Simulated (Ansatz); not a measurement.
# Cl on Ir(100): change of the work function, part 5 of 5

How does Cl on the hollow site change the work function of Ir(100) as the layer fills?

Ansatz 0.2.0; plane-wave DFT, PBEsol, Ansatz PAW (the session's first sound run).

So far, work function, upper face (eV): step 2 (the clean slab) 5.67; step 6 (adsorbate added, k-mesh 11×11×1, coverage 1 ML) 5.18; step 8 (the slab at 0.25 ML, atoms frozen) 4.85; step 9 (the substrate of the 0.25 ML cell alone) 5.64; step 10 (the adsorbate layer of the 0.25 ML cell alone) 8.03.

### 12. Varying the input

This step: plane-wave DFT, PBEsol, Ansatz PAW (Ansatz 0.2.0).

System of this step: Cl/Ir(100). The cell holds 5 atoms: 4 Ir and 1 Cl. Cell: a = 2.715 Å, b = 2.715 Å, c = 25.341 Å, α = 90.0°, β = 90.0°, γ = 90.0°. Vacuum lies along c.

An input spoilt on purpose, to show how the run answers: it repeats the earlier run at 1 ML with efield.amplitude to 5.0, and scf.max_iter set to 100.

Contents of input.yaml:

```yaml
crystal:
  lattice:
    - [2.7152900398, 0.0, 0.0]
    - [0.0, 2.7152900398, 0.0]
    - [0.0, 0.0, 25.3406435577]
  atoms:
    - { symbol: Ir, position: [0.5, 0.5, 0.3551606722] }
    - { symbol: Ir, position: [0.0, 0.0, 0.4309282823] }
    - { symbol: Ir, position: [0.5, 0.5, 0.5068906401] }
    - { symbol: Ir, position: [0.0, 0.0, 0.5785267891] }
    - { symbol: Cl, position: [0.5, 0.5, 0.6448393278] }
kpoints:
  mp_grid: { grid: [11, 11, 1] }
hamiltonian:
  xc: pbesol
scf:
  occupations: { method: fermi_dirac, width: 0.1 }
  convergence: { dr2_threshold: 1.0e-08 }
  max_iter: 100
efield:
  axis: 3
  dipole_correction: true
  ramp_position: 0.97
  ramp_width: 0.06
  amplitude: 5.0
relax:
  f_tol: 0.02
  max_steps: 60
  constraints: [{ sites: [0, 1] }]
output:
  bader: true
  write_potential: true
  write_density: true
  volumetric_format: npy
```

Launch:

```
$ ansatz run input.yaml --threads 4 --pin off --max-ram 12288MiB --backend cpu --events-out ev --progress --plain --runs-dir out
```

Numbers of over 12 decimals in the logs are rounded to 6 here.

The program printed:

```text
[...]
Crystal: 5 atoms, lattice volume = 186.831 Å³
Basis set: ecut = 420 eV, 3729 PW (Γ), exchange–correlation on 40×40×360 points (8 copies of the dense FFT grid, shifted against one another)
Bands: 45, of which v1, the nominal top of the filled ones, is band 38 counted from 1 (37 counted from 0)
Symmetry: 8 space group operations
[...]
k-points: 21 of 121
[...]
SCF iter   1: F=—  HF=-48260.972257 eV  |F-HF|=—  |Δ(HF+E_count)|=         —  Δρ=3.74e-2  dr2=3.38e1  ethr=3.10e-3  p=2.213 e·Å  D=2.14e0 V/Å  ΔV_dip=-54.31 eV  dr2_dipole=2.51e0  V_vac-E_F(+/−)=39.94/3.03 eV  ⟨swp⟩=17.5  Hψ=7188  notcnv=0
[...]
SCF iter  12: F=-48259.290747 eV  HF=-48259.290747 eV  |F-HF|=1.13e-8  |Δ(HF+E_count)|=   6.01e-8  Δρ=5.33e-7  dr2=6.87e-10  ethr=1.33e-11  p=2.103 e·Å  D=2.04e0 V/Å  ΔV_dip=-51.62 eV  dr2_dipole=6.49e-13  V_vac-E_F(+/−)=38.31/-0.44 eV  ⟨swp⟩=15.5  Hψ=9961  notcnv=0
WARN: efield: at this solve's end the planar-averaged density reaches 4.50e-3 e/Å³ inside the ramp window [0.9305, 0.2325] (bound 1e-5 e/Å³); the window's nearer edge stands 3.11 Å from this solve's nearest atom along the axis. Its free energy, forces, stress, dipole, levels and responses can be off, and this figure does not tell by how much. The cell may have no vacuum along `efield.axis`. A short vacuum, a low `basis.ecutwfc` or `basis.ecutrho_ratio` and negative occupations (`scf.occupations.method`) can put density there. See the manual's quickstart, § The vacuum guard
SCF 1 converged in 12 iterations: F = -48259.290747 eV  dr2 = 6.87e-10
[...]
relax step   1: F+E_penalty+E_count = -48259.29074670 eV  Δ(F+E_penalty+E_count) = +0.000e0 eV  max|allowed force component| = 1.381e0 eV/Å  Δτ_max = 0.0000 Å  (12 SCF iters, accepted)
[...]
SCF iter  10: F=-48259.432254 eV  HF=-48259.432254 eV  |F-HF|=8.24e-9  |Δ(HF+E_count)|=   1.40e-8  Δρ=1.07e-6  dr2=4.69e-9  ethr=1.33e-11  p=2.133 e·Å  D=2.07e0 V/Å  ΔV_dip=-52.35 eV  dr2_dipole=2.40e-11  V_vac-E_F(+/−)=37.58/-0.43 eV  ⟨swp⟩=16.6  Hψ=10546  notcnv=0
[...]
SCF 2 converged in 10 iterations: F = -48259.432254 eV  dr2 = 4.69e-9
relax step   2: F+E_penalty+E_count = -48259.43225372 eV  Δ(F+E_penalty+E_count) = -1.415e-1 eV  max|allowed force component| = 5.752e-1 eV/Å  Δτ_max = 0.1946 Å  (10 SCF iters, accepted)
[...]
SCF iter   9: F=-48259.462908 eV  HF=-48259.462908 eV  |F-HF|=1.57e-9  |Δ(HF+E_count)|=   1.04e-8  Δρ=9.98e-7  dr2=2.55e-9  ethr=1.33e-11  p=2.146 e·Å  D=2.08e0 V/Å  ΔV_dip=-52.67 eV  dr2_dipole=7.72e-11  V_vac-E_F(+/−)=37.27/-0.43 eV  ⟨swp⟩=16.1  Hψ=10383  notcnv=0
[...]
SCF 3 converged in 9 iterations: F = -48259.462908 eV  dr2 = 2.55e-9
relax step   3: F+E_penalty+E_count = -48259.46290794 eV  Δ(F+E_penalty+E_count) = -3.065e-2 eV  max|allowed force component| = 2.424e-1 eV/Å  Δτ_max = 0.0969 Å  (9 SCF iters, accepted)
[...]
relax step   4: F+E_penalty+E_count = -48259.46601329 eV  Δ(F+E_penalty+E_count) = -3.105e-3 eV  max|allowed force component| = 8.192e-2 eV/Å  Δτ_max = 0.0434 Å  (8 SCF iters, accepted)
SCF iter   1: F=—  HF=-48259.466870 eV  |F-HF|=—  |Δ(HF+E_count)|=         —  Δρ=6.07e-4  dr2=8.78e-4  ethr=6.24e-5  p=2.152 e·Å  D=2.08e0 V/Å  ΔV_dip=-52.83 eV  dr2_dipole=5.12e-5  V_vac-E_F(+/−)=37.12/-0.42 eV  ⟨swp⟩=2.6  Hψ=1924  notcnv=0
[...]
SCF iter   7: F=-48259.466496 eV  HF=-48259.466496 eV  |F-HF|=7.13e-9  |Δ(HF+E_count)|=   2.48e-8  Δρ=1.03e-6  dr2=2.55e-9  ethr=1.33e-11  p=2.151 e·Å  D=2.08e0 V/Å  ΔV_dip=-52.78 eV  dr2_dipole=2.06e-11  V_vac-E_F(+/−)=37.16/-0.42 eV  ⟨swp⟩=16.2  Hψ=10467  notcnv=0
[...]
SCF 5 converged in 7 iterations: F = -48259.466496 eV  dr2 = 2.55e-9
relax step   5: F+E_penalty+E_count = -48259.46649604 eV  Δ(F+E_penalty+E_count) = -4.827e-4 eV  max|allowed force component| = 3.606e-3 eV/Å  Δτ_max = 0.0100 Å  (7 SCF iters, accepted)
[...]
WARN: The input density's exchange-correlation potential varies sharply where the density is thin. Do not read a vacuum level from v_tot or v_xc, or from such a field of the output density. On a cell that repeats whose density bears no net charge and no dipole along the vacuum's axis use v_es (v_loc + v_h of the components); under efield.dipole_correction with no amplitude use v_es + v_field, which holds any external [...]
SCF converged after 7 iterations
Free energy (F): -48259.466496 eV
[...]
Internal energy: -48259.272190 eV  (E = F + TS)
E sigma→0 (E₀):  -48259.369343 eV
Entropy (-TS):   -0.194306 eV (-38.861 meV/atom)
Fermi energy:    3.888506 eV
Dipole field:    D = 2.082816 V/Å  (p = 2.150499 e·Å, saw-weighted, corrected)
Work function:   not extracted (applied field tilts the vacuum); planar V_es + V_field profile in the machine report
[...]
Vacuum region:   at the solve's end the planar-averaged density reaches 4.50e-3 e/Å³ inside the ramp window [0.9305, 0.2325] (bound 1e-5 e/Å³)
[...]
--- Forces (eV/Å), atoms counted from 1 ---
  atom   1  Ir     0.00000000    -0.00000000     0.94812251
  atom   2  Ir    -0.00000000    -0.00000000    -0.76177493
  atom   3  Ir    -0.00000000    -0.00000000    -0.00360589
  atom   4  Ir     0.00000000     0.00000000     0.00126345
  atom   5  Cl     0.00000000     0.00000000     0.00037201
  max |Σ_I F_I| component: 1.84e-1 eV/Å
--- Band table (eV; the first three rows and the last of 21) ---
  k-point 0: bands = [... 34 lower, 2.6652, 2.9299, 3.6153, 3.8825, 4.1219, 4.1219, 4.3679, 4.8567, ... 3 higher]
  k-point 1: bands = [... 34 lower, 2.8659, 2.8769, 3.1565, 3.4523, 3.9364, 4.2291, 4.5105, 4.7001, ... 3 higher]
  k-point 2: bands = [... 34 lower, 2.5917, 2.6753, 2.8934, 2.9864, 3.8375, 4.2795, 4.6570, 4.8175, ... 3 higher]
  k-point 20: bands = [... 34 lower, 4.0953, 4.3815, 4.8084, 5.1407, 5.3257, 5.8159, 6.6999, 7.9670, ... 3 higher]
--- Relaxed structure (5 steps of the walk, 5 accepted, 0 SCFs on fresh bases) ---
  F+E_penalty+E_count = -48259.46649604 eV   max|allowed force component| = 3.606e-3 eV/Å
  atoms:
    - { symbol: Ir, position: [0.500000, 0.500000, 0.355161] }
    - { symbol: Ir, position: [0.0, 0.0, 0.430928] }
    - { symbol: Ir, position: [0.500000, 0.500000, 0.508974] }
    - { symbol: Ir, position: [7.660067317656491e-18, 0.0, 0.582751] }
    - { symbol: Cl, position: [0.500000, 0.500000, 0.657711] }
--- Bader charges: 5 sites ---
  site symbol  charge [e]  shift [e]
     0     Ir     -0.2504     0.0000
     1     Ir      0.0384     0.0000
     2     Ir      0.0581     0.0001
     3     Ir      0.2420     0.0000
     4     Cl     -0.0881     0.0000
  estimated error of the sums over rays = 3.5e-4 e
```

It took 40 s on 4 threads of Arm Neoverse V2, shared host; peak memory 0.5 GiB; 2.6 min of CPU time.

```csv
quantity,this run,earlier run,difference
dipole along the normal (e·Å),2.150,0.02095,2.1
```

The applied field differs between the two, so the dipoles differ in any case.

In so strong a field the program warns of density in the ramp of the sawtooth; these numbers are not the system's.

### 13. Varying the input: magnetization = {"spin_polarized": true}

This step: plane-wave DFT, PBEsol, Ansatz PAW, but for the change named below (Ansatz 0.2.0).

System of this step: Ir(100). The cell holds 4 atoms: 4 Ir. Cell: a = 2.715 Å, b = 2.715 Å, c = 23.760 Å, α = 90.0°, β = 90.0°, γ = 90.0°. Vacuum lies along c.

Another changed input: it repeats the earlier run at 0 ML with magnetization to spin_polarized: true.

Contents of input.yaml:

```yaml
crystal:
  lattice:
    - [2.7152900398, 0.0, 0.0]
    - [0.0, 2.7152900398, 0.0]
    - [0.0, 0.0, 23.76]
  atoms:
    - { symbol: Ir, position: [0.5, 0.5, 0.3787878788] }
    - { symbol: Ir, position: [0.0, 0.0, 0.4595959596] }
    - { symbol: Ir, position: [0.5, 0.5, 0.5404040404] }
    - { symbol: Ir, position: [0.0, 0.0, 0.6212121212] }
kpoints:
  mp_grid: { grid: [11, 11, 1] }
hamiltonian:
  xc: pbesol
scf:
  occupations: { method: fermi_dirac, width: 0.1 }
  convergence: { dr2_threshold: 1.0e-08 }
efield:
  axis: 3
  dipole_correction: true
  ramp_position: 0.97
  ramp_width: 0.06
relax:
  f_tol: 0.02
  max_steps: 60
  constraints: [{ sites: [0, 1] }]
output:
  write_potential: true
  write_density: true
  volumetric_format: npy
magnetization:
  spin_polarized: true
```

The program printed:

```text
band count auto-derived: 44 (N_el = 68.0; filled up to band 34; 41 by the electrons, moments and atoms)
[...]
Crystal: 4 atoms, lattice volume = 175.178 Å³
Basis set: ecut = 420 eV, 3491 PW (Γ), exchange–correlation on 40×40×320 points (8 copies of the dense FFT grid, shifted against one another)
Bands: 44, of which v1, the nominal top of the filled ones, is band 34 counted from 1 (33 counted from 0)
Symmetry: 8 space group operations
k-points: 21 of 121
[...]
SCF iter   1: F=—  HF=-47193.582664 eV  |F-HF|=—  |Δ(HF+E_count)|=         —  Δρ=1.50e-2 (↑1.50e-2 ↓1.50e-2)  dr2=2.23e0  dr2_m=0.00e0  M=0.000 μB ∫|m|=0.000 μB  β_m=0.30  ethr=3.10e-3  p=0.000 e·Å  D=1.81e-14 V/Å  ΔV_dip=-0.00 eV  dr2_dipole=6.48e-7  V_vac-E_F(+/−)=6.75/6.75 eV  ⟨swp⟩=8.2  Hψ=4380  notcnv=0  defer=8
[...]
spin=Collinear: LDOS preconditioning applied to the charge; magnetization (m = ρ↑ − ρ↓) channel mixes plain (no charge-response kernel on spin).
SCF iter   2: F=—  HF=-47188.179901 eV  |F-HF|=—  |Δ(HF+E_count)|=    5.40e0  Δρ=5.46e-2 (↑5.19e-2 ↓5.46e-2)  dr2=1.92e0  dr2_m=4.49e0  M=7.215 μB ∫|m|=7.215 μB  ethr=3.10e-3  p=-0.000 e·Å  D=-6.32e-6 V/Å  ΔV_dip=0.00 eV  dr2_dipole=2.90e-9  V_vac-E_F(+/−)=6.26/6.26 eV  ⟨swp⟩=2.7  Hψ=1564  notcnv=0  defer=22
[...]
SCF iter   3: F=—  HF=-47192.034676 eV  |F-HF|=—  |Δ(HF+E_count)|=         —  Δρ=3.22e-2 (↑3.22e-2 ↓2.75e-2)  dr2=6.35e-1  dr2_m=1.37e0  M=3.034 μB ∫|m|=3.087 μB  β_m=0.30  ethr=2.82e-3  p=-0.000 e·Å  D=-6.32e-6 V/Å  ΔV_dip=0.00 eV  dr2_dipole=1.60e-8  V_vac-E_F(+/−)=6.33/6.33 eV  ⟨swp⟩=3.8  Hψ=2902  notcnv=0  defer=40
density mixer auto → msr1: a metal under ldos (density of states about μ 2.18 of a free-electron gas's, 28 screened modes)
SCF iter   4: F=—  HF=-47192.280309 eV  |F-HF|=—  |Δ(HF+E_count)|=   2.46e-1  Δρ=2.55e-2 (↑2.55e-2 ↓2.33e-2)  dr2=1.35e-1  dr2_m=9.25e-1  M=2.557 μB ∫|m|=2.611 μB  β_m=0.65  ethr=9.35e-4  p=-0.000 e·Å  D=-1.80e-6 V/Å  ΔV_dip=0.00 eV  dr2_dipole=7.72e-9  V_vac-E_F(+/−)=6.11/6.11 eV  ⟨swp⟩=2.1  Hψ=2885  notcnv=0  defer=44
[...]
SCF iter  17: F=-47192.979349 eV  HF=-47192.979349 eV  |F-HF|=5.11e-9  |Δ(HF+E_count)|=   1.03e-9  Δρ=2.46e-7 (↑2.46e-7 ↓2.46e-7)  dr2=4.01e-9  dr2_m=0.00e0  M=0.000 μB ∫|m|=0.000 μB  ethr=1.00e-12  p=-0.000 e·Å  D=-3.90e-7 V/Å  ΔV_dip=0.00 eV  dr2_dipole=1.12e-9  V_vac-E_F(+/−)=5.68/5.68 eV  ⟨swp⟩=1.0  Hψ=2384  notcnv=0
SCF 1 converged in 17 iterations: F = -47192.979349 eV  dr2 = 4.01e-9
[...]
the input gives no starting moments: this run first made a single point of its starting geometry. This run's own SCFs start from that state's density, with no starting moments from it.
[...]
SCF iter   1: F=—  HF=-47192.979347 eV  |F-HF|=—  |Δ(HF+E_count)|=         —  Δρ=9.87e-7 (↑9.87e-7 ↓9.87e-7)  dr2=4.21e-9  dr2_m=0.00e0  M=0.000 μB ∫|m|=0.000 μB  β_m=0.30  ethr=3.05e-7  p=-0.000 e·Å  D=-3.90e-7 V/Å  ΔV_dip=0.00 eV  dr2_dipole=6.02e-10  V_vac-E_F(+/−)=5.68/5.68 eV  ⟨swp⟩=4.9  Hψ=7460  notcnv=0
[...]
eigensolver tolerance schedule: the retry pair's looser diagonalisation over-reported the residual by 49282.46 of it (diagonalisation noise at an unbounded share of the residual, at the tolerance the schedule requests for it); recorded, not acted on — ethr = c·dr2/N_el stays at c = 1.0e-1
[...]
SCF iter   2: F=—  HF=-47192.979349 eV  |F-HF|=—  |Δ(HF+E_count)|=   2.29e-6  Δρ=3.93e-7 (↑3.93e-7 ↓3.93e-7)  dr2=2.92e-9  dr2_m=0.00e0  M=0.000 μB ∫|m|=0.000 μB  β_m=0.26  ethr=6.19e-12  p=-0.000 e·Å  D=-2.99e-7 V/Å  ΔV_dip=0.00 eV  dr2_dipole=6.82e-10  V_vac-E_F(+/−)=5.68/5.68 eV  ⟨swp⟩=12.5  Hψ=7701  notcnv=0
[...]
SCF iter   3: F=-47192.979349 eV  HF=-47192.979349 eV  |F-HF|=2.36e-9  |Δ(HF+E_count)|=  1.46e-11  Δρ=2.98e-7 (↑2.98e-7 ↓2.98e-7)  dr2=2.06e-9  dr2_m=0.00e0  M=0.000 μB ∫|m|=0.000 μB  ethr=4.30e-12  p=-0.000 e·Å  D=-2.63e-7 V/Å  ΔV_dip=0.00 eV  dr2_dipole=5.02e-10  V_vac-E_F(+/−)=5.68/5.68 eV  ⟨swp⟩=5.8  Hψ=4417  notcnv=0
SCF 2 converged in 3 iterations: F = -47192.979349 eV  dr2 = 2.06e-9
relax step   1: F+E_penalty+E_count = -47192.97934924 eV  Δ(F+E_penalty+E_count) = +0.000e0 eV  max|allowed force component| = 1.064e0 eV/Å  Δτ_max = 0.0000 Å  (3 SCF iters, accepted)
[...]
SCF iter  10: F=-47192.980541 eV  HF=-47192.980541 eV  |F-HF|=1.92e-9  |Δ(HF+E_count)|=   3.96e-8  Δρ=2.67e-7 (↑2.67e-7 ↓2.67e-7)  dr2=2.36e-9  dr2_m=0.00e0  M=0.000 μB ∫|m|=0.000 μB  ethr=1.47e-11  p=0.000 e·Å  D=3.98e-4 V/Å  ΔV_dip=-0.01 eV  dr2_dipole=3.34e-10  V_vac-E_F(+/−)=5.67/5.68 eV  ⟨swp⟩=9.7  Hψ=5838  notcnv=0
SCF 3 converged in 10 iterations: F = -47192.980541 eV  dr2 = 2.36e-9
[...]
relax step   2: F+E_penalty+E_count = -47192.98054063 eV  Δ(F+E_penalty+E_count) = -1.191e-3 eV  max|allowed force component| = 1.307e0 eV/Å  Δτ_max = 0.1965 Å  (10 SCF iters, accepted)
[...]
SCF iter   9: F=-47193.037777 eV  HF=-47193.037777 eV  |F-HF|=1.58e-8  |Δ(HF+E_count)|=   5.58e-8  Δρ=5.83e-7 (↑5.83e-7 ↓5.83e-7)  dr2=4.86e-9  dr2_m=0.00e0  M=0.000 μB ∫|m|=0.000 μB  ethr=3.39e-12  p=0.001 e·Å  D=6.94e-4 V/Å  ΔV_dip=-0.02 eV  dr2_dipole=5.77e-10  V_vac-E_F(+/−)=5.67/5.68 eV  ⟨swp⟩=10.4  Hψ=6187  notcnv=0
SCF 4 converged in 9 iterations: F = -47193.037777 eV  dr2 = 4.86e-9
relax step   3: F+E_penalty+E_count = -47193.03777740 eV  Δ(F+E_penalty+E_count) = -5.724e-2 eV  max|allowed force component| = 1.109e-1 eV/Å  Δτ_max = 0.0936 Å  (9 SCF iters, accepted)
SCF iter   1: F=—  HF=-47193.038220 eV  |F-HF|=—  |Δ(HF+E_count)|=         —  Δρ=1.82e-4 (↑1.82e-4 ↓1.82e-4)  dr2=1.01e-3  dr2_m=0.00e0  M=0.000 μB ∫|m|=0.000 μB  β_m=0.30  ethr=2.04e-5  p=0.001 e·Å  D=6.94e-4 V/Å  ΔV_dip=-0.02 eV  dr2_dipole=2.78e-4  V_vac-E_F(+/−)=5.67/5.69 eV  ⟨swp⟩=2.0  Hψ=1748  notcnv=0  defer=23
[...]
SCF iter   6: F=-47193.038163 eV  HF=-47193.038163 eV  |F-HF|=7.87e-9  |Δ(HF+E_count)|=   1.26e-7  Δρ=6.24e-7 (↑6.24e-7 ↓6.24e-7)  dr2=6.36e-9  dr2_m=0.00e0  M=0.000 μB ∫|m|=0.000 μB  ethr=1.47e-11  p=0.001 e·Å  D=7.00e-4 V/Å  ΔV_dip=-0.02 eV  dr2_dipole=9.50e-10  V_vac-E_F(+/−)=5.67/5.68 eV  ⟨swp⟩=10.5  Hψ=6246  notcnv=0
SCF 5 converged in 6 iterations: F = -47193.038163 eV  dr2 = 6.36e-9
relax step   4: F+E_penalty+E_count = -47193.03816344 eV  Δ(F+E_penalty+E_count) = -3.860e-4 eV  max|allowed force component| = 2.883e-3 eV/Å  Δτ_max = 0.0047 Å  (6 SCF iters, accepted)
[...]
solved again in the potential of the output density, not every published eigenvalue holds within its bar: in spin ↑, 4 eigenvalues moved, the lowest at band 42; the one that moved furthest (k=15, band 42), published at 13.212 eV, moved by -0.0036 eV, against a bar of 0.0032 eV; in spin ↓, 4 eigenvalues moved, the lowest at band 42; the one that moved furthest (k=15, band 42), published at 13.212 eV, moved by -0.0036  [...]
[...]
SCF converged after 6 iterations
Magnetization: 0.0000 μB (34.0000 up, 34.0000 down)
Absolute magnetization: 0.0000 μB (∫|ρ↑−ρ↓|)
[...]
Per-site moments (μB) at R_I (Å): [(0.0, 1.120057), (0.0, 1.120057), (0.0, 1.089947), (0.0, 1.089947)]
Free energy (F): -47193.038163 eV
[...]
Internal energy: -47192.855794 eV  (E = F + TS)
E sigma→0 (E₀):  -47192.946979 eV
Entropy (-TS):   -0.182369 eV (-45.592 meV/atom)
Fermi energy:    4.407872 eV
Dipole field:    D = 0.000745 V/Å  (p = 0.000721 e·Å, saw-weighted, corrected)
Work function:   Φ+ = 5.6649 eV   Φ− = 5.6826 eV
[...]
--- Forces (eV/Å), atoms counted from 1 ---
  atom   1  Ir     0.00000000     0.00000000     1.06554476
  atom   2  Ir    -0.00000000     0.00000000    -1.06918052
  atom   3  Ir    -0.00000000     0.00000000     0.00288262
  atom   4  Ir     0.00000000     0.00000000     0.00074150
  max |Σ_I F_I| component: 1.16e-5 eV/Å
--- Band table (eV; the first three rows and the last of 42) ---
  k-point 0 ↑: bands = [... 30 lower, 3.1451, 3.3943, 4.2130, 4.2928, 4.2928, 4.5535, 5.2024, 5.4798, ... 6 higher]
  k-point 1 ↑: bands = [... 30 lower, 3.1670, 3.3429, 3.4273, 3.6566, 4.4935, 4.6951, 4.9246, 5.3089, ... 6 higher]
  k-point 2 ↑: bands = [... 30 lower, 2.9046, 3.1796, 3.2840, 3.3308, 4.2579, 4.5362, 4.5987, 5.2849, ... 6 higher]
  k-point 20 ↓: bands = [... 30 lower, 4.8578, 4.9353, 5.3521, 5.6654, 6.1923, 6.4155, 7.2620, 8.6191, ... 6 higher]
--- Relaxed structure (4 steps of the walk, 4 accepted, 0 SCFs on fresh bases) ---
  F+E_penalty+E_count = -47193.03816344 eV   max|allowed force component| = 2.883e-3 eV/Å
  atoms:
    - { symbol: Ir, position: [0.5, 0.5, 0.3787878788] }
    - { symbol: Ir, position: [0.0, 0.0, 0.4595959596] }
    - { symbol: Ir, position: [0.5, 0.5, 0.540612] }
    - { symbol: Ir, position: [0, 0.0, 0.617014] }
```

Elapsed: 27 s, on 4 threads; peak memory 0.57 GiB; 1.8 min of CPU time.

The steps of the relaxation:

```csv
step,energy less that of the first step (eV),largest force component (eV/Å)
1,0.0000,1.0644
2,-0.0012,1.3071
3,-0.0584,0.1109
4,-0.0588,0.0029
```

Forces are held to the 8 operations that the run works with; a distortion that breaks them can't arise in this run.

The atoms that moved most (Å):

```csv
atom,dx,dy,dz,length
Ir4,0.000,0.000,-0.100,0.100
```

Final coordinates:

```xyz
4
Lattice="2.7153 0.0000 0.0000 0.0000 2.7153 0.0000 0.0000 0.0000 23.7600" Properties=species:S:1:pos:R:3
Ir    1.3576    1.3576    9.0000
Ir    0.0000    0.0000   10.9200
Ir    1.3576    1.3576   12.8449
Ir    0.0000    0.0000   14.6602
```

Numbers from this step:

```
energy at zero smearing   : -47192.9470 eV
work function, upper face : 5.665 eV
dipole along the normal   : 7.21e-4 e·Å
```

```csv
quantity,this run,earlier run,difference
"work function, upper face (eV)",5.665,5.665,-2.1e-4
dipole along the normal (e·Å),7.21e-4,7.06e-4,1.5e-5
```

Nothing in the table moves by 0.01 in its unit (for the dipole 0.5 % and 5e-5 e·Å). The run took 45 SCF cycles against 34.

### 14. Outcome

```yaml
work_function_of_the_clean_face: 5.67 eV
work_function_at_0p11_ml: 5.32 eV
work_function_at_0p25_ml: 4.85 eV
work_function_at_0p5_ml: 4.38 eV
work_function_at_1_ml: 5.18 eV
dipole_per_adsorbate_at_0p11_ml_positive_end_outwards: 0.61 D
step_of_the_potential_from_the_moved_charge_at_0p25_ml_upper_less_lower_side_atoms_held: -0.815 eV
```

In words: Cl lowers the work function of Ir(100) at the lowest coverage, by 0.35 eV: the adsorbate layer has its positive end outwards. The dipole per adsorbate falls from 0.61 to 0.10 D as the layer fills. Neighbouring dipoles depolarise each other, and heights and bonding change with coverage too. The work function passes a minimum near 0.5 ML among the coverages run and rises again. An electronegative adsorbate that lowers the work function shows that charge transfer alone doesn't fix the sign: the pushed-back electron tail of the metal and the adsorbate's own polarisation count too. At the highest coverage the adsorbates are pressed to about 2.7 Å, closer than unbonded atoms of this kind usually come, so a real layer may not reach it. The slab has 4 layers, at the tabulated experimental lattice constant, one starting site was run, and quantum-size effects of a slab this thin can reach one or two tenths of an eV.

[Logs are printed without paths, hosts, clocks, repeated set-up lines and the standing remarks that a program may print on its own settings, such as how far it seeks lower states.]

[Hosts, paths, dates, database ids (printed as entryN), source tags and the programs' standing remarks are cut or masked in the printed files.]

[Maps of the electrostatic potential energy from Ansatz leave out the sawtooth potential of an applied field or a dipole correction, so their vacuum need not be flat; planar profiles and work functions include it.]
